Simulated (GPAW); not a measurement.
# wurtzite (GaN)₁₋ₓ(AlN)ₓ at x = 0.125: the N K absorption edge

What does the N K edge look like in wurtzite (GaN)₁₋ₓ(AlN)ₓ at x = 0.125?

Program: GPAW 26.7.0. Level of theory: X-ray absorption from dipole matrix elements to empty bands, plane-wave PAW revPBE. Results are calculated unless marked as measured.

## Step 1: The structure

The cell holds 16 atoms: 7 Ga, 8 N and 1 Al. Its edges and angles: a = 6.359 Å, b = 5.507 Å, c = 5.160 Å, α = 90.0°, β = 90.0°, γ = 90.0°. 16-atom wurtzite cell, 1 of 8 Ga sites taken by Al at random, lattice constants typed for the ends and interpolated (Vegard).

As a file:

```xyz
16
Lattice="6.3587 0.0000 0.0000 0.0000 5.5068 0.0000 0.0000 0.0000 5.1596" Properties=species:S:1:pos:R:3 pbc="T T T"
Ga    0.0145    0.0261    0.0055
N     6.3446    1.8312    0.6232
Al    6.3468    1.8246    2.5667
N     0.0077    5.4978    3.2119
Ga    1.5974    2.7352    0.0151
N     1.5874    4.5842    0.6337
Ga    1.5886    4.5827    2.5871
N     1.5786    2.7536    3.2343
Ga    3.1661    0.0063    5.1411
N     3.1725    1.8443    0.6425
Ga    3.1793    1.8368    2.5784
N     3.1495    5.4744    3.2472
Ga    4.7777    2.7730    0.0119
N     4.7254    4.5962    0.6376
Ga    4.7735    4.5798    2.5806
N     4.7592    2.7590    3.2122
```

## Step 2: Relaxation

Bond lengths around the absorber set the edge shape, so the atoms are relaxed before any spectrum.

relax.py reads:

```python
import numpy as np
from ase import Atoms
from ase.parallel import parprint, paropen
from gpaw import GPAW, PW, FermiDirac, Mixer, MixerDif, setup_paths
from ase.optimize import BFGS

atoms = Atoms('GaNAlNGaNGaNGaNGaNGaNGaN',
    cell=[[6.35875, 0, 0],
     [0, 5.506839, 0],
     [0, 0, 5.159625]],
    scaled_positions=[[0.002275, 0.004741, 0.001058],
     [0.997778, 0.332535, 0.120792],
     [0.998114, 0.331335, 0.497458],
     [0.001216, 0.99836, 0.622503],
     [0.251217, 0.496693, 0.002922],
     [0.249635, 0.83246, 0.122815],
     [0.249828, 0.832182, 0.501413],
     [0.24826, 0.500032, 0.626849],
     [0.497912, 0.001135, 0.996419],
     [0.498912, 0.33491, 0.124534],
     [0.499981, 0.333549, 0.49973],
     [0.495306, 0.994101, 0.62935],
     [0.751357, 0.503547, 0.002309],
     [0.743134, 0.834638, 0.123568],
     [0.750701, 0.831664, 0.500148],
     [0.748444, 0.501014, 0.622561]],
    pbc=True)
atoms.calc = GPAW(legacy_gpaw=True, mode=PW(500, force_complex_dtype=True), xc='revPBE', setups={},
    kpts={'size': (3, 3, 3), 'gamma': True}, occupations=FermiDirac(0.08),
    charge=0, mixer=Mixer(0.1, 5, 50), maxiter=150,
    convergence={'density': 0.0001, 'eigenstates': 1e-6}, txt='relax.txt')
steps = []
opt = BFGS(atoms, logfile='-')
opt.attach(lambda: steps.append([atoms.get_potential_energy(), float(np.linalg.norm(atoms.get_forces(), axis=1).max())]))
done = opt.run(fmax=0.05, steps=30)
out = dict(done=bool(done), steps=steps, frac=atoms.get_scaled_positions().tolist())
import json
with paropen('out.json', 'w') as f:
    json.dump(out, f)
```

Launch:

```sh
> OMP_NUM_THREADS=1 mpirun -n 4 gpaw python relax.py
```

Numbers of over 12 decimals in the logs are rounded to 6 here.

The program printed:

```text
Input parameters:
  convergence: {density: 0.0001,
                eigenstates: 1e-06}
  kpts: {gamma: True,
         size: (3, 3, 3)}
  maxiter: 150
  mixer: {backend: pulay,
          beta: 0.1,
          method: separate,
          nmaxold: 5,
          weight: 50}
  mode: {ecut: 500.0,
         force_complex_dtype: True,
         name: pw}
  occupations: {fixmagmom: False,
                name: fermi-dirac,
[...]
14 Ga   -0.02789    0.00807   -0.01147
 15 N    -0.00944    0.00194    0.00374
Step     Time          Energy          fmax
BFGS:    0 02:15:22      -88.782266        1.766512
BFGS:    1 02:15:30      -88.993426        1.219107
BFGS:    2 02:15:38      -89.126218        0.442781
BFGS:    3 02:15:44      -89.137782        0.324929
BFGS:    4 02:15:51      -89.150092        0.109239
BFGS:    5 02:15:56      -89.151002        0.086293
BFGS:    6 02:16:00      -89.152109        0.048483
[key lines of the parts left out:]
Converged after 6 iterations.
Dipole moment: (1.177376, 1.270565, -5.588219) |e|*Ang
Free energy:    -89.152109
Fermi level: 7.68111
```

The job ended after 58 s (4 MPI ranks of Intel Xeon 6975P-C (Granite Rapids), shared host; peak memory 0.28 GiB).

In 6 steps the energy fell by 370 meV (energies extrapolated to zero smearing) and the largest force to 0.049 eV/Å. Atom 2 (N; the text counts from 1, the script from 0) is among those that moved most, by 0.09 Å.

## Step 3: The field without a hole

A plain self-consistent run shows whether there is a gap, which decides the set-up of the core-hole run.

scf.py reads:

```python
import numpy as np
from ase import Atoms
from ase.parallel import parprint, paropen
from gpaw import GPAW, PW, FermiDirac, Mixer, MixerDif, setup_paths
from gpaw.test import gen
setup_paths.insert(0, '.')
gen('N', name='nch1s', xcname='revPBE', corehole=(1, 0, 0), write_xml=True)
from gpaw.mpi import world
world.barrier()

atoms = Atoms('GaNAlNGaNGaNGaNGaNGaNGaN',
    cell=[[6.35875, 0, 0],
     [0, 5.506839, 0],
     [0, 0, 5.159625]],
    scaled_positions=[[0.9989122, 0.0040533, 0.9999622],
     [0.9990169, 0.3334391, 0.1386867],
     [0.9988728, 0.3322848, 0.5008647],
     [0.9991089, 0.0119111, 0.6201968],
     [0.246674, 0.4981979, 0.0003864],
     [0.2476861, 0.8326041, 0.1220135],
     [0.2462557, 0.8314015, 0.5016295],
     [0.2398871, 0.4932303, 0.6202925],
     [0.4985842, 0.000109, 0.0013613],
     [0.4995543, 0.3351638, 0.1222632],
     [0.4991476, 0.3340709, 0.5020053],
     [0.4987599, 0.9973629, 0.6226965],
     [0.7521078, 0.4992975, 0.0001192],
     [0.749653, 0.8334361, 0.1220048],
     [0.7516925, 0.8322362, 0.501455],
     [0.758095, 0.4940179, 0.6199115]],
    pbc=True)
atoms.calc = calc = GPAW(legacy_gpaw=True, mode=PW(500, force_complex_dtype=True), xc='revPBE', setups={1: 'nch1s'},
    kpts={'size': (3, 4, 4), 'gamma': True}, occupations=FermiDirac(0.05),
    charge=0, mixer=Mixer(0.1, 5, 50), maxiter=150,
    convergence={'density': 0.0001, 'eigenstates': 1e-6}, txt='scf.txt')
energy = atoms.get_potential_energy() + calc.get_reference_energy()
ef = calc.get_fermi_level()
out = dict(energy=energy, fermi=ef, forces=atoms.get_forces().tolist())
parprint(f'all-electron energy {energy:.4f} eV, Fermi level {ef:.4f} eV')
ev = np.array([[calc.get_eigenvalues(k, s) for k in range(len(calc.get_ibz_k_points()))] for s in range(calc.get_number_of_spins())])
out['homo'], out['lumo'], out['counts'] = ev[ev < ef].max(), ev[ev > ef].min(), sorted(set((ev < ef).sum((0, 2)).tolist()))
out['filled'] = (ev[:, 0] < ef).sum(1).tolist()
import json
with paropen('out.json', 'w') as f:
    json.dump(out, f)
```

Launch:

```sh
> OMP_NUM_THREADS=1 mpirun -n 4 gpaw python scf.py
```

The program printed:

```text
Input parameters:
  convergence: {density: 0.0001,
                eigenstates: 1e-06}
  kpts: {gamma: True,
         size: (3, 4, 4)}
  maxiter: 150
  mixer: {backend: pulay,
          beta: 0.1,
          method: separate,
          nmaxold: 5,
          weight: 50}
  mode: {ecut: 500.0,
         force_complex_dtype: True,
         name: pw}
  occupations: {fixmagmom: False,
                name: fermi-dirac,
                width: 0.05}
  setups: {1: nch1s}
  xc: revPBE

Initialize ...

[... PAW data sets ...]

Reference energy: -388693.813551  # eV

Spin-paired calculation

[... convergence settings ...]
Symmetries present (total): 1
  [... symmetry matrices ...]

48 k-points: 3 x 4 x 4 Monkhorst-Pack grid + [0.000000,1/8,1/8]
26 k-points in the irreducible part of the Brillouin zone
       k-points in crystal coordinates                weights
   0:     0.00000000    0.00000000    0.00000000          1/48
   1:     0.00000000    0.00000000    0.25000000          2/48
   2:     0.00000000    0.00000000    0.50000000          1/48
   3:     0.00000000    0.25000000   -0.25000000          2/48
   4:     0.00000000    0.25000000    0.00000000          2/48
   5:     0.00000000    0.25000000    0.25000000          2/48
   6:     0.00000000    0.25000000    0.50000000          2/48
   7:     0.00000000    0.50000000    0.00000000          1/48
   8:     0.00000000    0.50000000    0.25000000          2/48
   9:     0.00000000    0.50000000    0.50000000          1/48
          ...
  25:     0.33333333    0.50000000    0.50000000          2/48

Wave functions: Plane wave expansion
  Cutoff energy: 500.000 eV
  Number of coefficients (min, max): 4533, 4624
  Pulay-stress correction: 0.000000 eV/Ang^3 (de/decut=0.000000)
  Using FFTW library
  Wavefunction extrapolation:
    Improved wavefunction reuse through dual PAW basis

Occupation numbers: Fermi-Dirac:
  width: 0.0500  # eV

Eigensolver
   Davidson(niter=2)

Densities:
  Coarse grid: 35*30*27 grid
  Fine grid: 70*60*54 grid
  Total Charge: 0.000000

Density mixing:
  Method: separate
  Backend: pulay
  Linear mixing parameter: 0.1
  old densities: 5
  Width of damping distribution: 1.1
  Damping of long wavelength oscillations: 50

[... Hamiltonian set-up ...]
Number of atoms: 16
Number of atomic orbitals: 64
Number of bands in calculation: 43
Number of valence electrons: 64
Bands to converge: occupied

... initialized

Initializing position-dependent things.

Density initialized from atomic densities
Creating initial wave functions:
  43 bands from LCAO basis set

Positions:
   0 Ga     6.351833    0.022321    5.159430    ( 0.0000,  0.0000,  0.0000)
   1 N      6.352499    1.836195    0.715571    ( 0.0000,  0.0000,  0.0000)
   2 Al     6.351582    1.829839    2.584274    ( 0.0000,  0.0000,  0.0000)
   3 N      6.353084    0.065593    3.199983    ( 0.0000,  0.0000,  0.0000)
   4 Ga     1.568538    2.743496    0.001994    ( 0.0000,  0.0000,  0.0000)
   5 N      1.574974    4.585017    0.629544    ( 0.0000,  0.0000,  0.0000)
   6 Ga     1.565878    4.578394    2.588220    ( 0.0000,  0.0000,  0.0000)
[...]
13 N      4.766856    4.589598    0.629499    ( 0.0000,  0.0000,  0.0000)
  14 Ga     4.779825    4.582991    2.587320    ( 0.0000,  0.0000,  0.0000)
  15 N      4.820537    2.720477    3.198511    ( 0.0000,  0.0000,  0.0000)

Unit cell:
           periodic     x           y           z      points  spacing
  1. axis:    yes    6.358750    0.000000    0.000000    35     0.1817
  2. axis:    yes    0.000000    5.506839    0.000000    30     0.1836
  3. axis:    yes    0.000000    0.000000    5.159625    27     0.1911

  Lengths:   6.358750   5.506839   5.159625
  Angles:   90.000000  90.000000  90.000000

Effective grid spacing dv^(1/3) = 0.1854

iter:   1  -102.481855
iter:   2   -95.907886   -1.01  -0.56
iter:   3   -89.041983   -0.23  -0.67
iter:   4   -89.305557   -1.16  -1.13
iter:   5   -89.180198   -2.05  -1.42
iter:   6   -89.174203   -3.05  -2.24
iter:   7   -89.172444c  -3.71  -2.46
iter:   8   -89.176027c  -3.36  -2.69
iter:   9   -89.172806c  -3.44  -2.57
iter:  10   -89.172492c  -5.13  -2.97
iter:  11   -89.172641c  -4.59  -3.27
iter:  12   -89.172496c  -4.68  -3.20
iter:  13   -89.172480c  -5.43  -3.49
iter:  14   -89.172469c  -6.41c -3.74
iter:  15   -89.172474c  -5.99  -3.87
iter:  16   -89.172469c  -6.18c -3.97
iter:  17   -89.172468c  -7.05c -4.18c

Converged after 17 iterations.

Dipole moment: (1.177054, 1.270998, -5.591531) |e|*Ang

Energy contributions relative to reference atoms: (reference = -388693.813551)

Kinetic:       +231.661029
Potential:     -195.588316
External:        +0.000000
XC:            -125.152624
Entropy (-ST):   -0.000000
Local:           -0.092557
SIC:             +0.000000
--------------------------
Free energy:    -89.172468
Extrapolated:   -89.172468

Showing only first 2 kpts
 Kpt  Band  Eigenvalues  Occupancy
  0    30      6.53324    2.00000
  0    31      6.55512    2.00000
  0    32      8.72365    0.00000
  0    33     11.04158    0.00000

  1    30      6.36516    2.00000
  1    31      6.38357    2.00000
  1    32      9.89022    0.00000
  1    33     10.98069    0.00000

Fermi level: 7.69940

Gap: 2.169 eV
Transition (v -> c):
  (s=0, k=0, n=31, [0.00, 0.00, 0.00]) -> (s=0, k=0, n=32, [0.00, 0.00, 0.00])
No difference between direct/indirect transitions

Forces in eV/Ang:
  0 Ga   -0.00848   -0.05034    0.01836
  1 N     0.01381    0.00656    0.00661
  2 Al    0.00991    0.02412    0.04525
  3 N    -0.00655   -0.00257    0.02790
  4 Ga    0.00594    0.03026    0.00554
  5 N     0.00809    0.01424    0.00671
  6 Ga    0.00797    0.02573   -0.01925
[...]
13 N     0.02340   -0.00908    0.00113
 14 Ga   -0.02238    0.00814   -0.00935
 15 N    -0.01405    0.00728    0.01297
Scalar-relativistic atomic revPBE calculation for N (Nitrogen, Z=7)
Core hole in 1s state (1s occupation: 2.0)
300 radial gridpoints.
|------------------------------------------------|
|------------------------------------------------|
[... the atom generator's iteration count ...]

Energy contributions:
-------------------------
Kinetic:      +54.393663
XC:            -6.623569
Potential:   -102.275984
-------------------------
Total:        -54.505890

state      eigenvalue         ekin         rmax
-----------------------------------------------
1s^2.0 :   -14.147846    22.099152        0.148
2s^2.0 :    -0.684237     2.373080        1.014
2p^3.0 :    -0.258521     1.816400        0.978
-----------------------------------------------
(units: Bohr and Hartree)

Generating PAW setup
Kinetic energy of the core from tauc = 44.225605
Cutoffs:
rc(s)=1.140
rc(p)=1.000
rc(d)=1.090
rc(vbar)=1.120
rc(comp)=1.090
rc(nct)=1.140

Kinetic energy of the core states: 44.198304
Charge: 0.0
Core electrons: 2.0
Valence electrons: 5.0
Pseudo-core charge: 0.012363
Shape function alpha=8.417
Pseudo-electron charge 5.022049
state    eigenvalue         norm
--------------------------------
2s(2) :    -0.684237     1.073730
*s    :     0.315763
2p(3) :    -0.258521     0.954075
*p    :     0.741479
*d    :     0.000000
--------------------------------

Diagonalizing with gridspacing h=0.050

state   all-electron     PAW
-------------------------------
2s:      -0.684237    -0.685307
2p:      -0.258521    -0.260598
*d:                    0.046022
*f:                    0.074724
-------------------------------
all-electron energy -388782.9860 eV, Fermi level 7.6994 eV
```

The job ended after 25 s (4 MPI ranks; peak memory 0.29 GiB).

The mesh shows a gap of 2.17 eV. The excited electron is kept all the same, so that all members of the series, with or without a gap, are treated alike.

## Step 4: Reference energy of the cell

The photon energy needs a difference of total energies, so the cell and mesh of the coming hole run are first run without a hole.

Changes to scf.py since step 3:

```diff
@@ -32,3 +32,3 @@
 atoms.calc = calc = GPAW(legacy_gpaw=True, mode=PW(500, force_complex_dtype=True), xc='revPBE', setups={1: 'nch1s'},
-    kpts={'size': (3, 4, 4), 'gamma': True}, occupations=FermiDirac(0.05),
+    kpts={'size': (3, 3, 3), 'gamma': True}, occupations=FermiDirac(0.02),
     charge=0, mixer=Mixer(0.1, 5, 50), maxiter=150,
```

The program printed:

```text
Input parameters:
  convergence: {density: 0.0001,
                eigenstates: 1e-06}
  kpts: {gamma: True,
         size: (3, 3, 3)}
  maxiter: 150
  mixer: {backend: pulay,
          beta: 0.1,
          method: separate,
          nmaxold: 5,
          weight: 50}
  mode: {ecut: 500.0,
         force_complex_dtype: True,
         name: pw}
  occupations: {fixmagmom: False,
                name: fermi-dirac,
[...]
2s(2) :    -0.684237     1.073730
*s    :     0.315763
2p(3) :    -0.258521     0.954075
*p    :     0.741479
*d    :     0.000000
--------------------------------

Diagonalizing with gridspacing h=0.050

state   all-electron     PAW
-------------------------------
2s:      -0.684237    -0.685307
2p:      -0.258521    -0.260598
*d:                    0.046022
*f:                    0.074724
-------------------------------
all-electron energy -388782.9655 eV, Fermi level 7.1785 eV
[key lines of the parts left out:]
Converged after 17 iterations.
Dipole moment: (1.176998, 1.270052, -5.588334) |e|*Ang
Free energy:    -89.151995
Fermi level: 7.17854
```

The job ended after 17 s (4 MPI ranks; peak memory 0.27 GiB).

Reference energy: -388782.965 eV with the cores included.

[end of part 1 of 3]

[Banner, clock and machine lines of the logs are left out without a mark of their own.]

[Logs are printed without paths, hosts, clocks, repeated set-up lines and the standing remarks that a program may print on its own settings, such as how far it seeks lower states.]

[Hosts, paths, dates, database ids (printed as entryN), source tags and the programs' standing remarks are cut or masked in the printed files.]

[Lists of maxima count a maximum above −3 eV only where it reaches 4 % of the highest in the window and stands out from its surroundings by 2 % of it (1.5 % where it reaches 55 %); shoulders and weaker maxima are passed over, and of the rest the first, up to two pre-edge ones and the few strongest are named.]
